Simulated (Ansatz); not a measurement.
# Band gap of Cd5B3ClO9 (Cm) from density functionals to GW

What gap does each level of theory give for Cd5B3ClO9 (Cm), and in what time?

Calculated with Ansatz 0.2.0; density functionals, hybrids and G0W0, plane waves, PAW.

Most raw output is cut from this account.

In doubt: masses and optical values from hybrid runs of this build are listed as unsure (steps 11, 12), which bears on the screening that GW takes from such a start.

**1. Starting point**

Symmetry: Cm, No. 8, monoclinic system. Conventional cell: a = 8.172 Å, b = 16.061 Å, c = 3.474 Å, α = 90.00°, β = 99.29°, γ = 90.00°. Nearest to Cd lie 5 O at 2.19 to 2.37 Å and 1 Cl at 2.56 Å. Nearest to Cd lie 6 O at 2.30 to 2.67 Å. Nearest to Cd lie 4 O at 2.17 to 2.36 Å and 2 Cl at 2.57 to 2.61 Å. Nearest to B lie 3 O at 1.38 Å. Nearest to B lie 3 O at 1.38 to 1.40 Å. Nearest to Cl lie 4 Cd at 2.56 to 2.61 Å. Farther neighbours and most contacts between anions are not listed.

Geometry: measured cell, ions relaxed with PBE. The runs that relaxed it are not among those shown.

The logs state that the PAW files were generated under PBE.

**2. LDA on the 4×4×6 mesh**

This step: DFT, LDA, plane waves, PAW; PAW set soft_1.

input.yaml

```yaml
crystal:
  lattice:
    - [4.086, -8.0305, 0.0]
    - [4.086, 8.0305, 0.0]
    - [-0.5610688069, 0.0, 3.4284942182]
  atoms:
    - { symbol: Cd, position: [0.9903899046, 0.7342556792, 0.5662659888] }
    - { symbol: Cd, position: [0.7342556792, 0.9903899046, 0.5662659888] }
    - { symbol: Cd, position: [0.3113911839, 0.6630019832, 0.9124457693] }
    - { symbol: Cd, position: [0.6630019832, 0.3113911839, 0.9124457693] }
    - { symbol: Cd, position: [0.2871762088, 0.2871762088, 0.3102574688] }
    - { symbol: B, position: [0.6210609171, 0.6210609171, 0.9737592675] }
    - { symbol: B, position: [0.972075933, 0.3689018994, 0.3370010488] }
    - { symbol: B, position: [0.3689018994, 0.972075933, 0.3370010488] }
    - { symbol: Cl, position: [0.049188481, 0.049188481, 0.7118210963] }
    - { symbol: O, position: [0.7759792855, 0.623579409, 0.0193502893] }
    - { symbol: O, position: [0.623579409, 0.7759792855, 0.0193502893] }
    - { symbol: O, position: [0.4502306784, 0.4502306784, 0.8744954667] }
    - { symbol: O, position: [0.1618372402, 0.4552599818, 0.3467663233] }
    - { symbol: O, position: [0.4552599818, 0.1618372402, 0.3467663233] }
    - { symbol: O, position: [0.1966350256, 0.8360258997, 0.1252240285] }
    - { symbol: O, position: [0.8360258997, 0.1966350256, 0.1252240285] }
    - { symbol: O, position: [0.9120354728, 0.4534148167, 0.5549599024] }
    - { symbol: O, position: [0.4534148167, 0.9120354728, 0.5549599024] }
kpoints:
  mp_grid: { grid: [4, 4, 6] }
  band_path:
    path:
      - [0.0, 0.0, 0.0]
      - [-0.5, 0.5, 0.0]
      - [-0.5, 0.5, -0.5]
      - [0.0, 0.0, -0.5]
      - [0.0, 0.5, -0.5]
      - [0.0, 0.5, 0.0]
      - [0.0, 0.0, -0.4]
    npoints: 1
hamiltonian:
  xc: lda
  pseudopotentials: { kind: paw, azcp: { folder: soft_1 }, xc_functional: pbe }
scf:
  occupations: { method: fixed }
  n_extra_bands: 10
output:
  eigenvalues: true
  forces: true
  stress: true
```

The run is started by

```console
ansatz run input.yaml --threads 2 --pin off --max-ram 92160MiB --backend cuda --events-out ev --progress --plain --runs-dir out --devices 1 --max-vram 13GiB
```

Wall time 8.7 s (1 × NVIDIA H100 80GB HBM3 (shared by 6 runs) with 2 threads of AMD EPYC 7R13 (Zen 3), shared host); peak memory 0.98 GiB.

This step gave:

```
pressure             : -5.036 GPa
gap                  : 1.820 eV
valence top at       : k = (0.000, 0.000, -0.400)
conduction bottom at : Γ
least direct gap     : 1.889 eV
```

Over mesh and listed points the gap is 1.820 eV, from k = (0.000, 0.000, -0.400) to k = Γ. The least direct gap found is 1.889 eV, at k = Γ. The pressure in this cell is -5 GPa; the cell is kept.

**3. PBEsol on the 4×4×6 mesh**

This step: DFT, PBEsol, plane waves, PAW; PAW set soft_1.

input.yaml: that of step 2 with these lines changed.

```diff
@@ -37,3 +37,3 @@
 hamiltonian:
-  xc: lda
+  xc: pbesol
   pseudopotentials: { kind: paw, azcp: { folder: soft_1 }, xc_functional: pbe }
```

The job ended after 14 s (1 × NVIDIA H100 80GB HBM3 (shared by 6 runs) with 2 threads; peak memory 1 GiB; 11 s of CPU time).

This step gave:

| Quantity | Value |
| --- | --- |
| pressure | -0.1187 GPa |
| gap | 1.862 eV |
| valence top at | k = (0.000, 0.000, -0.400) |
| conduction bottom at | Γ |
| least direct gap | 1.928 eV |

Over mesh and listed points the gap is 1.862 eV, from k = (0.000, 0.000, -0.400) to k = Γ. The least direct gap found is 1.928 eV, at k = Γ. PBEsol against LDA: 1.862 − 1.820 = +0.042 eV, with the same mesh, files and cutoff, and both edges at the same k points.

**4. PBE on the 4×4×6 mesh**

Levels along a band path and on the mesh show where this functional puts the band edges.

This step: DFT, PBE, plane waves, PAW; PAW set soft_1.

input.yaml: that of step 3 with these lines changed.

```diff
@@ -28,15 +28,10 @@
     path:
-      - [0.0, 0.0, 0.0]
-      - [-0.5, 0.5, 0.0]
-      - [-0.5, 0.5, -0.5]
-      - [0.0, 0.0, -0.5]
-      - [0.0, 0.5, -0.5]
-      - [0.0, 0.5, 0.0]
-      - [0.0, 0.0, -0.4]
-    npoints: 1
+      - [[0.0, 0.0, 0.0], [-0.5, 0.5, 0.0], [-0.5, 0.5, -0.5], [0.0, 0.0, -0.5], [0.0, 0.0, 0.0]]
+      - [[0.0, 0.5, -0.5], [0.0, 0.0, 0.0], [0.0, 0.5, 0.0]]
+    npoints: 10
 hamiltonian:
-  xc: pbesol
-  pseudopotentials: { kind: paw, azcp: { folder: soft_1 }, xc_functional: pbe }
+  xc: pbe
+  pseudopotentials: { kind: paw, azcp: { folder: soft_1 } }
 scf:
-  occupations: { method: fixed }
+  occupations: { method: fermi_dirac, width: 0.02 }
   n_extra_bands: 10
@@ -46 +41,5 @@
   stress: true
+  write_density: true
+  write_potential: true
+  elf: true
+  volumetric_format: npy
```

Wall time 16 s (1 × NVIDIA H100 80GB HBM3 (shared by 6 runs) with 2 threads); peak memory 1.3 GiB; 21 s of CPU time.

This step gave:

* pressure: 5.049 GPa
* gap: 1.983 eV
* valence top at: k = (0.000, 0.000, -0.400)
* conduction bottom at: Γ
* least direct gap: 2.045 eV

Over mesh and path the gap is 1.983 eV, from k = (0.000, 0.000, -0.400) to k = Γ. The least direct gap found is 2.045 eV, at k = Γ. On the 4×4×6 mesh alone the same run gives 1.985 eV, so that mesh misses an edge of PBE: 1.985 − 1.983 = +0.002 eV. The pressure in this cell is 5 GPa; the cell is kept. PBE against PBEsol: 1.983 − 1.862 = +0.121 eV, with the same mesh, files and cutoff, and both edges at the same k points.

**5. PBE+SOC on the 4×4×6 mesh**

This run has two-component orbitals with spin-orbit coupling.

This step: DFT, PBE with spin-orbit coupling, plane waves, PAW; PAW set soft_1.

input.yaml: that of step 4 with these lines changed.

```diff
@@ -28,11 +28,19 @@
     path:
-      - [[0.0, 0.0, 0.0], [-0.5, 0.5, 0.0], [-0.5, 0.5, -0.5], [0.0, 0.0, -0.5], [0.0, 0.0, 0.0]]
-      - [[0.0, 0.5, -0.5], [0.0, 0.0, 0.0], [0.0, 0.5, 0.0]]
-    npoints: 10
+      - [0.0, 0.0, 0.0]
+      - [-0.5, 0.5, 0.0]
+      - [-0.5, 0.5, -0.5]
+      - [0.0, 0.0, -0.5]
+      - [0.0, 0.5, -0.5]
+      - [0.0, 0.5, 0.0]
+      - [0.0, 0.0, -0.4]
+    npoints: 1
 hamiltonian:
   xc: pbe
-  pseudopotentials: { kind: paw, azcp: { folder: soft_1 } }
+  pseudopotentials: { kind: paw_fr, azcp: { folder: soft_1 } }
 scf:
-  occupations: { method: fermi_dirac, width: 0.02 }
-  n_extra_bands: 10
+  occupations: { method: fixed }
+  n_extra_bands: 20
+magnetization:
+  noncollinear: true
+  spin_orbit: true
 output:
```

It took 23 s on 1 × NVIDIA H100 80GB HBM3 (shared by 6 runs) with 2 threads; peak memory 2.1 GiB; 29 s of CPU time.

This step gave:

| Property | Result |
| --- | --- |
| pressure | 5.020 GPa |
| gap | 1.980 eV |
| valence top at | k = (0.000, 0.000, -0.400) |
| conduction bottom at | Γ |
| least direct gap | 2.045 eV |

Over mesh and listed points the gap is 1.980 eV, from k = (0.000, 0.000, -0.400) to k = Γ. The least direct gap found is 2.045 eV, at k = Γ. On the 4×4×6 mesh alone the same run gives 1.984 eV, so that mesh misses an edge of PBE+SOC: 1.984 − 1.980 = +0.004 eV. The pressure in this cell is 5 GPa; the cell is kept. PBE+SOC against PBE: 1.980 − 1.983 = −0.003 eV, with the same mesh, set of files (read in its fully relativistic form for the spin-orbit run) and cutoff, and both edges at the same k points. The spin-orbit run sees mesh and listed points alone, so its gap is an upper bound: the coupling can move an edge off these points, the more so as this crystal has no centre of inversion, and the change over the zone, its sign included where it is small, is not known.

**6. r2SCAN on the 4×4×6 mesh**

r2SCAN is a meta-GGA: it depends on the kinetic-energy density as well as on the density and its gradient.

This step: DFT, r2SCAN, plane waves, PAW; PAW set soft_1.

input.yaml: that of step 5 with these lines changed.

```diff
@@ -37,10 +37,7 @@
 hamiltonian:
-  xc: pbe
-  pseudopotentials: { kind: paw_fr, azcp: { folder: soft_1 } }
+  xc: r2scan
+  pseudopotentials: { kind: paw, azcp: { folder: soft_1 } }
 scf:
   occupations: { method: fixed }
-  n_extra_bands: 20
-magnetization:
-  noncollinear: true
-  spin_orbit: true
+  n_extra_bands: 10
 output:
@@ -49,5 +46 @@
   stress: true
-  write_density: true
-  write_potential: true
-  elf: true
-  volumetric_format: npy
```

Wall time 13 s (1 × NVIDIA H100 80GB HBM3 (shared by 6 runs) with 2 threads); peak memory 1.4 GiB.

This step gave:

- pressure: 0.5694 GPa
- gap: 2.494 eV
- valence top at: A
- conduction bottom at: Γ
- least direct gap: 2.567 eV

Over mesh and listed points the gap is 2.494 eV, from k = (0.000, 0.000, -0.500) to k = Γ. The least direct gap found is 2.567 eV, at k = Γ. r2SCAN against PBE: 2.494 − 1.983 = +0.511 eV. The runs also differ in plane-wave cutoff (420 eV and 500 eV), and the valence top lies at another k point, so how much of this comes from the functional alone is not known.

**7. HSE06 on the 2×2×4 mesh**

HSE06 mixes in a quarter of exact exchange at short range.

This step: DFT, HSE06, plane waves, PAW; PAW set soft_1.

input.yaml: that of step 6 with these lines changed.

```diff
@@ -25,3 +25,3 @@
 kpoints:
-  mp_grid: { grid: [4, 4, 6] }
+  mp_grid: { grid: [2, 2, 4] }
   band_path:
@@ -37,3 +37,3 @@
 hamiltonian:
-  xc: r2scan
+  xc: hse06
   pseudopotentials: { kind: paw, azcp: { folder: soft_1 } }
@@ -44,3 +44 @@
   eigenvalues: true
-  forces: true
-  stress: true
```

Wall time 57 s (1 × NVIDIA H100 80GB HBM3 (shared by 6 runs) with 2 threads); peak memory 1.5 GiB; 77 s of CPU time.

This step gave:

```
gap                     : 3.571 eV
valence top at          : A
conduction bottom at    : Γ
least direct gap        : 3.672 eV
exact-exchange fraction : 0.25
```

Over mesh and listed points the gap is 3.571 eV, from k = (0.000, 0.000, -0.500) to k = Γ. The least direct gap found is 3.672 eV, at k = Γ. HSE06 against PBE: 3.571 − 1.983 = +1.588 eV. The runs also differ in mesh (4×4×6 and 2×2×4), and the valence top lies at another k point, so how much of this comes from the functional alone is not known.

**8. PBE0 on the 2×2×4 mesh**

PBE0 mixes in a quarter of exact exchange at all distances.

This step: DFT, PBE0, plane waves, PAW; PAW set soft_1.

input.yaml: that of step 7 with these lines changed.

```diff
@@ -37,3 +37,3 @@
 hamiltonian:
-  xc: hse06
+  xc: pbe0
   pseudopotentials: { kind: paw, azcp: { folder: soft_1 } }
@@ -44 +44,5 @@
   eigenvalues: true
+  write_density: true
+  write_potential: true
+  elf: true
+  volumetric_format: npy
```

The job ended after 57 s (1 × NVIDIA H100 80GB HBM3 (shared by 6 runs) with 2 threads; peak memory 1.5 GiB).

Numbers from this step:

- gap: 4.302 eV
- valence top at: A
- conduction bottom at: Γ
- least direct gap: 4.405 eV
- exact-exchange fraction: 0.25

Over mesh and listed points the gap is 4.302 eV, from k = (0.000, 0.000, -0.500) to k = Γ. The least direct gap found is 4.405 eV, at k = Γ. PBE0 against HSE06: 4.302 − 3.571 = +0.731 eV, with the same mesh, files and cutoff, and both edges at the same k points.

**9. DDH-PBE0 on the 2×2×4 mesh**

The input asks for a share of exact exchange of one over the crystal's ε∞, which the program works out first.

This step: DFT, dielectric-dependent PBE0 (fraction 1/eps_inf of PBE), plane waves, PAW; PAW set soft_1.

input.yaml: that of step 8 with these lines changed.

```diff
@@ -24,2 +24,3 @@
     - { symbol: O, position: [0.4534148167, 0.9120354728, 0.5549599024] }
+  host: atoms
 kpoints:
@@ -37,3 +38,6 @@
 hamiltonian:
-  xc: pbe0
+  xc:
+    exchange: pbe
+    correlation: pbe
+    exx: { coeff: inverse_dielectric }
   pseudopotentials: { kind: paw, azcp: { folder: soft_1 } }
```

Run time: 2.3 min. Hardware: 1 × NVIDIA H100 80GB HBM3 (shared by 6 runs) with 2 threads; peak memory 3.5 GiB; 3.2 min of CPU time.

This step gave:

```
gap                     : 4.374 eV
valence top at          : A
conduction bottom at    : Γ
least direct gap        : 4.479 eV
exact-exchange fraction : 0.2575
```

Over mesh and listed points the gap is 4.374 eV, from k = (0.000, 0.000, -0.500) to k = Γ. The least direct gap found is 4.479 eV, at k = Γ. DDH-PBE0 against PBE0: 4.374 − 4.302 = +0.072 eV, with the same mesh, files and cutoff, and both edges at the same k points.

**10. G0W0@PBE, 2×2×4 mesh, 1033 empty bands, screening to 160 eV, PAW set soft_1 files**

G0W0 replaces the xc potential by a self-energy built once from the orbitals of the start. Levels are corrected in the window of bands that the input names, at points of the mesh.

This step: G0W0 on PBE, plane waves, PAW; PAW set soft_1.

input.yaml: that of step 9 with these lines changed.

```diff
@@ -24,20 +24,6 @@
     - { symbol: O, position: [0.4534148167, 0.9120354728, 0.5549599024] }
-  host: atoms
 kpoints:
   mp_grid: { grid: [2, 2, 4] }
-  band_path:
-    path:
-      - [0.0, 0.0, 0.0]
-      - [-0.5, 0.5, 0.0]
-      - [-0.5, 0.5, -0.5]
-      - [0.0, 0.0, -0.5]
-      - [0.0, 0.5, -0.5]
-      - [0.0, 0.5, 0.0]
-      - [0.0, 0.0, -0.4]
-    npoints: 1
 hamiltonian:
-  xc:
-    exchange: pbe
-    correlation: pbe
-    exx: { coeff: inverse_dielectric }
+  xc: pbe
   pseudopotentials: { kind: paw, azcp: { folder: soft_1 } }
@@ -45,8 +31,7 @@
   occupations: { method: fixed }
-  n_extra_bands: 10
-output:
-  eigenvalues: true
-  write_density: true
-  write_potential: true
-  elf: true
-  volumetric_format: npy
+gw:
+  n_empty_bands: 1033
+  ecut_chi: 160.0
+  qp_bands: [v4, c4]
+  qp_kpoints: band_edges
+  screening: { model: contour_deformation }
```

Run time: 83 s. Hardware: 1 × NVIDIA H100 80GB HBM3 (shared by 6 runs) with 2 threads; peak memory 3.7 GiB.

Numbers from this step:

```yaml
bands_summed: 1118
rpa_eps_infinity_on_this_mesh_eigenvalues: 3.537, 3.796, 3.953
plane_waves_in_the_screening_matrix: 1051
g0w0_gap_over_the_corrected_points: 3.484 eV
k_of_the_valence_top: 0, 0, -0.5
k_of_the_conduction_bottom: 0, 0, 0
starting_gap_on_the_mesh: 1.985 eV
z_at_the_valence_top: 0.7586
z_at_the_conduction_bottom: 0.8268
least_direct_g0w0_gap_over_the_corrected_points: 3.525 eV
```

Over all 9 irreducible mesh points the G0W0 gap is 3.484 eV, from k = (0.000, 0.000, -0.500) to k = Γ. The PBE gap of this run on the mesh is 1.985 eV. The two states that bound the G0W0 gap lie that far apart at the start, so the correction of the gap is 3.484 − 1.985 = +1.499 eV.

**11. G0W0@HSE06, 2×2×4 mesh, 1033 empty bands, screening to 160 eV, PAW set soft_1 files**

This step: G0W0 on HSE06, plane waves, PAW; PAW set soft_1.

input.yaml: that of step 10 with these lines changed.

```diff
@@ -27,3 +27,3 @@
 hamiltonian:
-  xc: pbe
+  xc: hse06
   pseudopotentials: { kind: paw, azcp: { folder: soft_1 } }
```

The job ended after 5.2 min (1 × NVIDIA H100 80GB HBM3 (shared by 6 runs) with 2 threads; peak memory 3.9 GiB).

Numbers from this step:

```
bands summed                                    : 1118
RPA ε∞ on this mesh (eigenvalues)               : 2.924, 3.053, 3.158
plane waves in the screening matrix             : 1051
G0W0 gap over the corrected points              : 4.312 eV
k of the valence top                            : 0, 0, -0.5
k of the conduction bottom                      : 0, 0, 0
starting gap on the mesh                        : 3.571 eV
Z at the valence top                            : 0.7992
Z at the conduction bottom                      : 0.8570
least direct G0W0 gap over the corrected points : 4.373 eV
```

Over all 9 irreducible mesh points the G0W0 gap is 4.312 eV, from k = (0.000, 0.000, -0.500) to k = Γ. The HSE06 gap of this run on the mesh is 3.571 eV. The two states that bound the G0W0 gap lie that far apart at the start, so the correction of the gap is 4.312 − 3.571 = +0.741 eV. G0W0@HSE06 against G0W0@PBE with 1118 bands: 4.312 − 3.484 = +0.828 eV, with the same mesh, files and cutoffs, and both edges at the same k points.

**12. G0W0@PBE0, 2×2×4 mesh, 1033 empty bands, screening to 160 eV, PAW set soft_1 files**

This step: G0W0 on PBE0, plane waves, PAW; PAW set soft_1.

input.yaml: that of step 11 with these lines changed.

```diff
@@ -27,3 +27,3 @@
 hamiltonian:
-  xc: hse06
+  xc: pbe0
   pseudopotentials: { kind: paw, azcp: { folder: soft_1 } }
```

Run time: 5.2 min. Hardware: 1 × NVIDIA H100 80GB HBM3 (shared by 6 runs) with 2 threads; peak memory 3.9 GiB; 6.4 min of CPU time.

Numbers from this step:

| Item | Value |
| --- | --- |
| bands summed | 1118 |
| RPA ε∞ on this mesh (eigenvalues) | 2.809, 2.924, 3.019 |
| plane waves in the screening matrix | 1051 |
| G0W0 gap over the corrected points | 4.525 eV |
| k of the valence top | 0, 0, -0.5 |
| k of the conduction bottom | 0, 0, 0 |
| starting gap on the mesh | 4.302 eV |
| Z at the valence top | 0.8097 |
| Z at the conduction bottom | 0.8647 |
| least direct G0W0 gap over the corrected points | 4.591 eV |

Over all 9 irreducible mesh points the G0W0 gap is 4.525 eV, from k = (0.000, 0.000, -0.500) to k = Γ. The PBE0 gap of this run on the mesh is 4.302 eV. The two states that bound the G0W0 gap lie that far apart at the start, so the correction of the gap is 4.525 − 4.302 = +0.223 eV. G0W0@PBE0 against G0W0@HSE06 with 1118 bands: 4.525 − 4.312 = +0.213 eV, with the same mesh, files and cutoffs, and both edges at the same k points. The program's warnings for this run: coarse exchange mesh.

(Part 1 of 2 ends here.)

[Paths, hosts, dates, memory and timing lines, banners, echoed tables and standing remarks are left out of the program output.]

[Logs are printed without paths, hosts, clocks, repeated set-up lines and the standing remarks that a program may print on its own settings, such as how far it seeks lower states.]

[Runs of the session that timed out or met a known fault of the program may be left out.]

[Cells called generated may have been cut or substituted from an entry of the Crystallography Open Database or the Materials Project.]

[Hosts, paths, dates, database ids (printed as entryN), source tags and the programs' standing remarks are cut or masked in the printed files.]

[Where an RPA ε∞ is given, it is that of the G0W0 mesh and is not shown converged in it. Names of k-points follow the symmetry that the program found, which can be lower than the space group named. Band edges on a path are those of the sampled points; other points can move an edge, and change direct to indirect where valleys lie close.]

[Hybrid gaps are those of their k-mesh and are not shown converged in it.]
